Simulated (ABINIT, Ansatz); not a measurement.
# CO2 (P4_2/mnm): G0W0 with ABINIT, start to end

Aim: the G0W0 gap of CO2 (P4_2/mnm) on LDA, step by step.

Method: LDA and many-body steps on it, plane waves, in ABINIT 10.8.3.

Most raw output is cut from this account.

**1. Set-up**

The structure is tetragonal, space group P4_2/mnm (No. 136). The conventional cell has a = 4.227 Å, b = 4.227 Å, c = 4.688 Å, α = 90.00°, β = 90.00°, γ = 90.00°. Nearest to C lie 2 O at 1.17 Å. Nearest to O lie 1 C at 1.17 Å. Farther neighbours and most contacts between anions are not listed.

The cell and positions are those that the Materials Project relaxed with its own functionals (PBE, PBE+U or r2SCAN), kept fixed.

**2. Ground state**

This step: ABINIT 10.8.3; DFT, LDA, plane waves, norm-conserving pseudopotentials.

The ground-state density comes first.

Input file run.abi:

```
acell 3*1.0 Angstrom
rprim 
  4.227212790000 0.000000000000 0.000000000000
  0.000000000000 4.227212790000 0.000000000000
  0.000000000000 0.000000000000 4.687771590000
ntypat 2
znucl 6 8
natom 6
typat 1 1 2 2 2 2
xred 
  0.500000000000 0.500000000000 0.500000000000
  0.000000000000 0.000000000000 0.000000000000
  0.304826860000 0.695173140000 0.500000000000
  0.695173140000 0.304826860000 0.500000000000
  0.195173140000 0.195173140000 0.000000000000
  0.804826860000 0.804826860000 0.000000000000
pp_dirpath "pseudos"
pseudos "C.upf, O.upf"
ecut 37
ngkpt 6 6 4
nshiftk 1
shiftk 0 0 0
kptopt 1
chksymbreak 0
nband 23
occopt 1
tolvrs 1e-10
nstep 60
prtwf 0
optforces 0
optstress 0
indata_prefix "in"
outdata_prefix "out"
tmpdata_prefix "tmp"
```

Command:

```
OMP_NUM_THREADS=1 mpirun -n 4 abinit run.abi > log
```

Elapsed: 35 s, on 4 MPI ranks of Arm Neoverse V2, shared host; peak memory 0.38 GiB.

This step gave:

```yaml
total_energy: -2123.1939 eV
gap: 6.325 eV
k_of_the_valence_top: 0.5, 0.5, 0.5
k_of_the_conduction_bottom: 0, 0, 0
least_direct_gap: 6.811 eV
```

The gap is indirect, with the least direct gap 0.49 eV higher.

**3. Bands along the symmetry lines**

The cheap functional maps the bands first; the places of the edges decide which points the dearer methods must see.

Input file run.abi:

```
acell 3*1.0 Angstrom
rprim 
  4.227212790000 0.000000000000 0.000000000000
  0.000000000000 4.227212790000 0.000000000000
  0.000000000000 0.000000000000 4.687771590000
ntypat 2
znucl 6 8
natom 6
typat 1 1 2 2 2 2
xred 
  0.500000000000 0.500000000000 0.500000000000
  0.000000000000 0.000000000000 0.000000000000
  0.304826860000 0.695173140000 0.500000000000
  0.695173140000 0.304826860000 0.500000000000
  0.195173140000 0.195173140000 0.000000000000
  0.804826860000 0.804826860000 0.000000000000
pp_dirpath "pseudos"
pseudos "C.upf, O.upf"
ecut 37
iscf -2
irdden 1
kptopt 0
nkpt 75
kpt 
  0.00000000 0.00000000 0.00000000
  0.00000000 0.06250000 0.00000000
  0.00000000 0.12500000 0.00000000
  0.00000000 0.18750000 0.00000000
  0.00000000 0.25000000 0.00000000
  0.00000000 0.31250000 0.00000000
  0.00000000 0.37500000 0.00000000
  0.00000000 0.43750000 0.00000000
  0.00000000 0.50000000 0.00000000
  0.06250000 0.50000000 0.00000000
  0.12500000 0.50000000 0.00000000
  0.18750000 0.50000000 0.00000000
  0.25000000 0.50000000 0.00000000
  0.31250000 0.50000000 0.00000000
  0.37500000 0.50000000 0.00000000
  0.43750000 0.50000000 0.00000000
  0.50000000 0.50000000 0.00000000
  0.43750000 0.43750000 0.00000000
  0.37500000 0.37500000 0.00000000
  0.31250000 0.31250000 0.00000000
  0.25000000 0.25000000 0.00000000
  0.18750000 0.18750000 0.00000000
  0.12500000 0.12500000 0.00000000
  0.06250000 0.06250000 0.00000000
  0.00000000 0.00000000 0.00000000
  0.00000000 0.00000000 0.06250000
  0.00000000 0.00000000 0.12500000
  0.00000000 0.00000000 0.18750000
  0.00000000 0.00000000 0.25000000
  0.00000000 0.00000000 0.31250000
  0.00000000 0.00000000 0.37500000
  0.00000000 0.00000000 0.43750000
  0.00000000 0.00000000 0.50000000
  0.00000000 0.06250000 0.50000000
  0.00000000 0.12500000 0.50000000
  0.00000000 0.18750000 0.50000000
  0.00000000 0.25000000 0.50000000
  0.00000000 0.31250000 0.50000000
  0.00000000 0.37500000 0.50000000
  0.00000000 0.43750000 0.50000000
  0.00000000 0.50000000 0.50000000
  0.06250000 0.50000000 0.50000000
  0.12500000 0.50000000 0.50000000
  0.18750000 0.50000000 0.50000000
  0.25000000 0.50000000 0.50000000
  0.31250000 0.50000000 0.50000000
  0.37500000 0.50000000 0.50000000
  0.43750000 0.50000000 0.50000000
  0.50000000 0.50000000 0.50000000
  0.43750000 0.43750000 0.50000000
  0.37500000 0.37500000 0.50000000
  0.31250000 0.31250000 0.50000000
  0.25000000 0.25000000 0.50000000
  0.18750000 0.18750000 0.50000000
  0.12500000 0.12500000 0.50000000
  0.06250000 0.06250000 0.50000000
  0.00000000 0.00000000 0.50000000
  0.00000000 0.50000000 0.00000000
  0.00000000 0.50000000 0.06250000
  0.00000000 0.50000000 0.12500000
  0.00000000 0.50000000 0.18750000
  0.00000000 0.50000000 0.25000000
  0.00000000 0.50000000 0.31250000
  0.00000000 0.50000000 0.37500000
  0.00000000 0.50000000 0.43750000
  0.00000000 0.50000000 0.50000000
  0.50000000 0.50000000 0.00000000
  0.50000000 0.50000000 0.06250000
  0.50000000 0.50000000 0.12500000
  0.50000000 0.50000000 0.18750000
  0.50000000 0.50000000 0.25000000
  0.50000000 0.50000000 0.31250000
  0.50000000 0.50000000 0.37500000
  0.50000000 0.50000000 0.43750000
  0.50000000 0.50000000 0.50000000
istwfk *1
nband 23
nbdbuf 2
tolwfr 1e-08
nstep 40
prtwf 0
prtvol 0
indata_prefix "in"
outdata_prefix "out"
tmpdata_prefix "tmp"
```

It took 37 s on 4 MPI ranks; peak memory 0.43 GiB; 2.5 min of CPU time.

Numbers from this step:

* gap: 6.325 eV
* k of the valence top: 0.5, 0.5, 0.5
* k of the conduction bottom: 0, 0, 0
* least direct gap: 6.811 eV

The gap is 6.325 eV, as in the run before at this level.

Electronic bands along the path, in eV, zero at the top of the highest filled band:

```
    point  band 13  band 14  band 15  band 16  band 17  band 18  band 19  band 20
        Γ    -1.45    -0.56    -0.49    -0.49     6.32     7.34     7.78     7.78
  halfway    -1.06    -0.50    -0.49    -0.46     7.07     7.56     7.88     7.89
        X    -0.55    -0.55    -0.50    -0.50     7.97     7.97     8.08     8.08
  halfway    -0.59    -0.59    -0.26    -0.26     8.07     8.07     8.09     8.09
        M    -0.69    -0.69     0.00     0.00     8.11     8.11     8.23     8.23
  halfway    -0.70    -0.59    -0.50    -0.28     7.68     7.72     7.84     8.12
        Γ    -1.45    -0.56    -0.49    -0.49     6.32     7.34     7.78     7.78
  halfway    -1.33    -0.70    -0.49    -0.49     6.76     7.66     7.85     7.85
        Z    -1.02    -1.02    -0.49    -0.49     7.70     7.70     7.92     7.92
  halfway    -0.88    -0.88    -0.45    -0.45     7.84     7.84     8.09     8.09
        R    -0.93    -0.93    -0.27    -0.27     7.83     7.83     8.34     8.34
  halfway    -0.66    -0.66    -0.17    -0.17     7.66     7.66     8.25     8.25
        A    -0.53    -0.53     0.00     0.00     7.55     7.55     8.24     8.24
  halfway    -0.70    -0.65    -0.51    -0.28     7.66     7.71     8.15     8.29
        Z    -1.02    -1.02    -0.49    -0.49     7.70     7.70     7.92     7.92
jump to X    -0.55    -0.55    -0.50    -0.50     7.97     7.97     8.08     8.08
  halfway    -0.79    -0.79    -0.33    -0.33     7.90     7.90     8.20     8.20
        R    -0.93    -0.93    -0.27    -0.27     7.83     7.83     8.34     8.34
jump to M    -0.69    -0.69     0.00     0.00     8.11     8.11     8.23     8.23
  halfway    -0.61    -0.61     0.00     0.00     7.78     7.78     8.23     8.23
        A    -0.53    -0.53     0.00     0.00     7.55     7.55     8.24     8.24
```

**4. Empty states on the mesh, 2×2×2 mesh, 166 bands**

The sums over transitions need many empty states on a uniform mesh; this step solves for them.

Input file run.abi:

```
acell 3*1.0 Angstrom
rprim 
  4.227212790000 0.000000000000 0.000000000000
  0.000000000000 4.227212790000 0.000000000000
  0.000000000000 0.000000000000 4.687771590000
ntypat 2
znucl 6 8
natom 6
typat 1 1 2 2 2 2
xred 
  0.500000000000 0.500000000000 0.500000000000
  0.000000000000 0.000000000000 0.000000000000
  0.304826860000 0.695173140000 0.500000000000
  0.695173140000 0.304826860000 0.500000000000
  0.195173140000 0.195173140000 0.000000000000
  0.804826860000 0.804826860000 0.000000000000
pp_dirpath "pseudos"
pseudos "C.upf, O.upf"
ecut 37
ngkpt 2 2 2
nshiftk 1
shiftk 0 0 0
kptopt 1
chksymbreak 0
iscf -2
irdden 1
istwfk *1
nband 166
nbdbuf 14
tolwfr 1e-09
nstep 60
prtvol 0
indata_prefix "in"
outdata_prefix "out"
tmpdata_prefix "tmp"
```

Wall time 62 s (4 MPI ranks); peak memory 0.39 GiB.

Numbers from this step:

```
gap                                                           : 6.325 eV
k of the valence top                                          : 0.5, 0.5, 0.5
k of the conduction bottom                                    : 0, 0, 0
least direct gap                                              : 6.811 eV
k points computed                                             : 6
lowest point of the top converged band, above the valence top : 76.5949 eV
```

On this mesh the gap is 6.325 eV.

**5. Screening, 2×2×2 mesh, 152 bands, screening to 176.9 eV**

The RPA dielectric matrix is built and inverted for each q.

This step: RPA screening on LDA, plane waves, norm-conserving pseudopotentials.

run.abi: that of step 4 with these lines changed.

```diff
@@ -24,10 +24,11 @@
 chksymbreak 0
-iscf -2
-irdden 1
 istwfk *1
-nband 166
-nbdbuf 14
-tolwfr 1e-09
-nstep 60
-prtvol 0
+occopt 1
+irdwfk 1
+optdriver 3
+nband 152
+ecuteps 6.5
+inclvkb 2
+awtr 1
+symchi 1
 indata_prefix "in"
```

The job ended after 31 s (4 MPI ranks; peak memory 1.2 GiB).

This step gave:

- ε∞ with local fields, on this mesh, along the program's q direction: 1.881
- the same without local fields: 2.297
- plasma frequency: 22.95 eV
- plane waves in the screening matrix: 463

Local fields lower ε∞ by 18 %. On a Γ-centred mesh this coarse the value itself is usually too large, while a short band sum pulls it down.

**6. Self-energy, 2×2×2 mesh, 152 bands, screening to 176.9 eV**

The self-energy is evaluated for the states that the input lists, and the levels follow from it, in one-shot runs by the linearised quasiparticle equation.

This step: G0W0 on LDA, plane waves, norm-conserving pseudopotentials.

run.abi: that of step 5 with these lines changed.

```diff
@@ -27,8 +27,17 @@
 irdwfk 1
-optdriver 3
+optdriver 4
 nband 152
+gwcalctyp 0
+ecutsigx 37
+symsigma 1
+nkptgw 2
+kptgw 
+  0.5000000000 0.5000000000 0.5000000000
+  0.0000000000 0.0000000000 0.0000000000
+bdgw 
+  15 18
+  15 18
 ecuteps 6.5
-inclvkb 2
-awtr 1
-symchi 1
+irdscr 1
+ppmodel 1
 indata_prefix "in"
```

Wall time 17 s (4 MPI ranks); peak memory 1.2 GiB; 69 s of CPU time.

This step gave:

```
G0W0 gap on the points computed              : 10.14 eV
starting gap on the mesh                     : 6.325 eV
k of the valence top                         : 0.5, 0.5, 0.5
k of the conduction bottom                   : 0, 0, 0
Z at the valence top                         : 0.823
Z at the conduction bottom                   : 0.883
least direct G0W0 gap on the computed points : 10.68 eV
```

The gap on the mesh goes from 6.32 eV to 10.14 eV, a correction of +3.81 eV.

Limits: finite bands, cutoff and mesh; coarse k mesh. v1 is the top filled band, c1 the lowest empty one. Levels before and after the correction, in eV, zero at the valence-band top of each column:

```
           conduction bottom  valence top
Kohn-Sham               6.32         0.00
     G0W0              10.14         0.00
```

```
                         level  energy (eV)
Kohn-Sham  (0.5 0.5 0.5) v2-v1        0.000
Kohn-Sham  (0.5 0.5 0.5) c1-c2        7.549
Kohn-Sham              Γ v2-v1       -0.486
Kohn-Sham                 Γ c1        6.325
Kohn-Sham                 Γ c2        7.343
     G0W0  (0.5 0.5 0.5) v2-v1        0.000
     G0W0  (0.5 0.5 0.5) c1-c2       12.478
     G0W0              Γ v2-v1       -0.548
     G0W0                 Γ c1       10.136
     G0W0                 Γ c2       12.396
```

**7. Where the time went**

Times are wall times on 4 MPI ranks of Arm Neoverse V2, shared host, good to a factor of about two.

```
                          step  time  share  memory (GiB)
                  ground state  35 s   19 %          0.38
bands along the symmetry lines  37 s   21 %          0.43
      empty states on the mesh  62 s   34 %          0.39
                     screening  31 s   17 %           1.2
                   self-energy  17 s    9 %           1.2
```

**8. Results**

| Property | Result |
| --- | --- |
| LDA gap | 6.32 eV, indirect |
| G0W0 gap on the mesh | 10.14 eV |
| GW settings | 2×2×2 mesh, 152 bands, screening to 176.9 eV, Godby-Needs plasmon pole |
| known limits | not at the basis limit; coarse k mesh |

In words: G0W0 moves the gap on the mesh from 6.32 eV to 10.14 eV (+3.81 eV), with Z of 0.82 and 0.88 at the edges. Local fields lower the RPA ε∞ on this mesh from 2.30 to 1.88; a Γ-centred mesh this coarse tends to raise both, most where the direct gap is narrow, while a short band sum lowers them. Only 2 of the mesh's irreducible points were corrected, so a valley elsewhere could overtake. The dearest step here is «empty states on the mesh». Bands and cutoff are finite, so the gap is not at the basis limit. The miss can reach some tenths of an eV and take either sign; the mesh is an error of its own. In the G0W0 run levels were corrected at 2 k points alone, so a gap called «on the mesh» is the least over those, and an edge elsewhere would be missed. The 2×2×2 mesh is coarse for this cell, which bears on the long-range parts of exchange and screening.

[Paths, hosts, dates, memory and timing lines, banners, echoed tables and standing remarks are left out of the program output.]

[Logs are printed without paths, hosts, clocks, repeated set-up lines and the standing remarks that a program may print on its own settings, such as how far it seeks lower states.]

[Runs of the session that timed out or met a known fault of the program may be left out.]

[Hosts, paths, dates, database ids (printed as entryN), source tags and the programs' standing remarks are cut or masked in the printed files.]

[G0W0 gaps are taken among the corrected bands and points alone; a level outside them can change the order at an edge.]

[Where Ansatz stands beside ABINIT at settings called matched, ABINIT's density can come from a denser mesh and the files from another edition; pairs whose starting gaps differed by over 0.03 eV were left out, so agreement reads better than it is.]
